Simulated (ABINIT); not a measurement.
# CsSnI3 (Pm-3m): G0W0 in ABINIT against the bands in the self-energy, part 2 of 2

Wanted: the cheapest bands in the self-energy that holds the gap of CsSnI3 (Pm-3m).

ABINIT 10.8.3; PBE and many-body steps on it, plane waves. Known limits of the many-body steps: not at the basis limit; exchange with frozen shells missing; screening runs away on this mesh; no spin-orbit coupling; coarse k mesh.

So far. Step 2 (Screening, 2×2×2 mesh, 586 bands, screening to 176.9 eV): Local fields lower ε∞ by 19 %. The value itself is an artefact of the mesh, where one narrow direct gap carries too much weight.

**6. 164 bands**

Level of this step: G0W0 on PBE, plane waves, norm-conserving pseudopotentials (ABINIT).

The self-energy is evaluated for the states that the input lists, and the levels follow from it, in one-shot runs by the linearised quasiparticle equation.

Input file run.abi:

```
acell 3*1.0 Angstrom
rprim 
  6.286228000000 0.000000000000 0.000000000000
  0.000000000000 6.286228000000 0.000000000000
  0.000000000000 0.000000000000 6.286228000000
ntypat 3
znucl 55 50 53
natom 5
typat 1 2 3 3 3
xred 
  0.500000000000 0.500000000000 0.500000000000
  0.000000000000 0.000000000000 0.000000000000
  0.500000000000 0.000000000000 0.000000000000
  0.000000000000 0.000000000000 0.500000000000
  0.000000000000 0.500000000000 0.000000000000
pp_dirpath "pseudos"
pseudos "Cs.upf, Sn.upf, I.upf"
ecut 32
ngkpt 2 2 2
nshiftk 1
shiftk 0 0 0
kptopt 1
chksymbreak 0
istwfk *1
occopt 1
irdwfk 1
optdriver 4
nband 164
gwcalctyp 0
ecutsigx 32
symsigma 1
nkptgw 2
kptgw 
  0.5000000000 0.5000000000 0.5000000000
  0.0000000000 0.0000000000 0.0000000000
bdgw 
  19 25
  20 25
ecuteps 6.5
irdscr 1
ppmodel 1
indata_prefix "in"
outdata_prefix "out"
tmpdata_prefix "tmp"
```

Started as:

```sh
> OMP_NUM_THREADS=1 mpirun -n 8 abinit run.abi > log
```

Output:

```text
.Version 10.8.3 of ABINIT. v10.8.2 released Aug 2026.

 Symmetries : space group Pm -3 m (#221); Bravais cP (primitive cubic)
[... echo of the input left out ...]
== DATASET  1 ==================================================================
-   mpi_nproc: 8, omp_nthreads: 1 (-1 if OMP is not activated)

--- !DatasetInfo
iteration_state: {dtset: 1, }
dimensions: {natom: 5, nkpt: 4, mband: 164, nsppol: 1, nspinor: 1, nspden: 1, mpw: 14592, }
cutoff_energies: {ecut:  32.0, pawecutdg:  -1.0, }
[...]
Band     E0 <VxcDFT>   SigX SigC(E0)      Z dSigC/dE  Sig(E)    E-E0       E
[...]
24   5.326  -6.045  -2.592  -3.221   0.818  -0.222  -5.855   0.190   5.516
       25   5.326  -6.045  -2.592  -3.221   0.818  -0.222  -5.855   0.190   5.516

== END DATASET(S) ==============================================================
================================================================================

 -outvars: echo values of variables after computation  --------
           etotal      0.0000000000E+00
            nband         164
             nkpt           4
          spgroup         221
 [... the other variables as echoed above ...]

 Calculation completed.
```

Run time: 92 s. Hardware: 8 MPI ranks of Intel Xeon Platinum 8488C (Sapphire Rapids), shared host; peak memory 6.8 GiB.

This step gave:

```yaml
g0w0_gap_on_the_points_computed: 0.8330 eV
starting_gap_on_the_mesh: 0.4710 eV
k_of_the_valence_top: 0.5, 0.5, 0.5
k_of_the_conduction_bottom: 0.5, 0.5, 0.5
least_direct_g0w0_gap_on_the_computed_points: 0.8330 eV
```

The gap on the mesh goes from 0.47 eV to 0.83 eV, a correction of +0.36 eV.

**7. 352 bands**

run.abi: that of step 6 with these lines changed.

```diff
@@ -27,3 +27,3 @@
 optdriver 4
-nband 164
+nband 352
 gwcalctyp 0
```

Output:

```text
.Version 10.8.3 of ABINIT. v10.8.2 released Aug 2026.

 Symmetries : space group Pm -3 m (#221); Bravais cP (primitive cubic)
[... echo of the input left out ...]
== DATASET  1 ==================================================================
-   mpi_nproc: 8, omp_nthreads: 1 (-1 if OMP is not activated)

--- !DatasetInfo
iteration_state: {dtset: 1, }
dimensions: {natom: 5, nkpt: 4, mband: 352, nsppol: 1, nspinor: 1, nspden: 1, mpw: 14592, }
cutoff_energies: {ecut:  32.0, pawecutdg:  -1.0, }
[...]
Band     E0 <VxcDFT>   SigX SigC(E0)      Z dSigC/dE  Sig(E)    E-E0       E
[...]
24   5.326  -6.045  -2.592  -3.346   0.817  -0.224  -5.957   0.088   5.414
       25   5.326  -6.045  -2.592  -3.346   0.817  -0.224  -5.957   0.088   5.414

== END DATASET(S) ==============================================================
================================================================================

 -outvars: echo values of variables after computation  --------
           etotal      0.0000000000E+00
            nband         352
             nkpt           4
          spgroup         221
 [... the other variables as echoed above ...]

 Calculation completed.
```

Elapsed: 3.2 min, on 8 MPI ranks; peak memory 8 GiB.

Numbers from this step:

| Quantity | Value |
| --- | --- |
| G0W0 gap on the points computed | 0.9350 eV |
| starting gap on the mesh | 0.4710 eV |
| k of the valence top | 0.5, 0.5, 0.5 |
| k of the conduction bottom | 0.5, 0.5, 0.5 |
| least direct G0W0 gap on the computed points | 0.9350 eV |

Against the run before, the gap moves by +0.102 eV.

**8. 586 bands**

run.abi: that of step 7 with these lines changed.

```diff
@@ -27,3 +27,3 @@
 optdriver 4
-nband 352
+nband 586
 gwcalctyp 0
```

Output:

```text
.Version 10.8.3 of ABINIT. v10.8.2 released Aug 2026.

 Symmetries : space group Pm -3 m (#221); Bravais cP (primitive cubic)
[... echo of the input left out ...]
== DATASET  1 ==================================================================
-   mpi_nproc: 8, omp_nthreads: 1 (-1 if OMP is not activated)

--- !DatasetInfo
iteration_state: {dtset: 1, }
dimensions: {natom: 5, nkpt: 4, mband: 586, nsppol: 1, nspinor: 1, nspden: 1, mpw: 14592, }
cutoff_energies: {ecut:  32.0, pawecutdg:  -1.0, }
[...]
Band     E0 <VxcDFT>   SigX SigC(E0)      Z dSigC/dE  Sig(E)    E-E0       E
[...]
24   5.326  -6.045  -2.592  -3.385   0.817  -0.224  -5.989   0.056   5.382
       25   5.326  -6.045  -2.592  -3.385   0.817  -0.224  -5.989   0.056   5.382

== END DATASET(S) ==============================================================
================================================================================

 -outvars: echo values of variables after computation  --------
           etotal      0.0000000000E+00
            nband         586
             nkpt           4
          spgroup         221
 [... the other variables as echoed above ...]

 Calculation completed.
```

The job ended after 4.9 min (8 MPI ranks; peak memory 9.4 GiB; 39 min of CPU time).

Numbers from this step:

```yaml
g0w0_gap_on_the_points_computed: 0.964 eV
starting_gap_on_the_mesh: 0.4710 eV
k_of_the_valence_top: 0.5, 0.5, 0.5
k_of_the_conduction_bottom: 0.5, 0.5, 0.5
least_direct_g0w0_gap_on_the_computed_points: 0.964 eV
```

Against the run before, the gap moves by +0.029 eV.

**9. The runs together**

Times are wall times on 8 MPI ranks of Intel Xeon Platinum 8488C (Sapphire Rapids), shared host, good to a factor of about two. A run's time includes the screening step that it read.

| run | mesh | bands | screening cutoff (eV) | DFT gap (eV) | gap on the mesh (eV) | direct (eV) | ε∞ used | time |
| --- | --- | --- | --- | --- | --- | --- | --- | --- |
| 30 bands | 2×2×2 | 30 | 176.9 | 0.471 | 0.675 | 0.675 | 115.34 | 4.8 min |
| 39 bands | 2×2×2 | 39 | 176.9 | 0.471 | 0.640 | 0.640 | 115.34 | 4.9 min |
| 72 bands | 2×2×2 | 72 | 176.9 | 0.471 | 0.716 | 0.716 | 115.34 | 5.1 min |
| 164 bands | 2×2×2 | 164 | 176.9 | 0.471 | 0.833 | 0.833 | 115.34 | 5.9 min |
| 352 bands | 2×2×2 | 352 | 176.9 | 0.471 | 0.935 | 0.935 | 115.34 | 7.6 min |
| 586 bands | 2×2×2 | 586 | 176.9 | 0.471 | 0.964 | 0.964 | 115.34 | 9.3 min |

**10. Results**

| Item | Value |
| --- | --- |
| 30 bands | 0.675 eV |
| 39 bands | 0.640 eV |
| 72 bands | 0.716 eV |
| 164 bands | 0.833 eV |
| 352 bands | 0.935 eV |
| 586 bands | 0.964 eV |
| known limits | not at the basis limit; exchange with frozen shells missing; screening runs away on this mesh; no spin-orbit coupling; coarse k mesh |

The setting moved: bands in the self-energy. From 30 bands to 586 bands the gap moves by +0.29 eV, not steadily: it passes through 0.64 eV. The last step still moves it by +0.029 eV. Bands and screening cutoff are coupled, so a series along one setting does not show full convergence. Bands and cutoff are finite, so the gap is not at the basis limit. The miss can reach some tenths of an eV and take either sign; the mesh is an error of its own. In the first G0W0 run levels were corrected at 2 k points alone, so a gap called «on the mesh» is the least over those, and an edge elsewhere would be missed. The 2×2×2 mesh is coarse for this cell, which bears on the long-range parts of exchange and screening. This is the ideal cubic cell; many perovskites, halides above all, are cubic only on average, and local tilts or off-centring can widen the gap. The norm-conserving file of at least one element keeps a d shell over frozen s and p shells of the same row. Exchange with those shells is missing from the self-energy, an error of 0.3 to 0.9 eV in cases checked, whose sign depends on which edge lies on those atoms. For the PBE start: On this mesh the RPA ε∞ passes 90, more than nearly any semiconductor shows; a coarse mesh does this where one point with a narrow direct gap carries much weight. The screening is then too strong, and the G0W0 gap should not be taken as the material's. The many-body steps are scalar-relativistic: spin-orbit coupling is not in them.

[Paths, hosts, dates, memory and timing lines, banners, echoed tables and standing remarks are left out of the program output.]

[Logs are printed without paths, hosts, clocks, repeated set-up lines and the standing remarks that a program may print on its own settings, such as how far it seeks lower states.]

[Runs of the session that timed out or met a known fault of the program may be left out.]

[No measured gap is set beside runs whose start may be inverted or whose files or cutoffs have a known fault.]

[Hosts, paths, dates, database ids (printed as entryN), source tags and the programs' standing remarks are cut or masked in the printed files.]

[G0W0 gaps are taken among the corrected bands and points alone; a level outside them can change the order at an edge.]

[Where Ansatz stands beside ABINIT at settings called matched, ABINIT's density can come from a denser mesh and the files from another edition; pairs whose starting gaps differed by over 0.03 eV were left out, so agreement reads better than it is.]
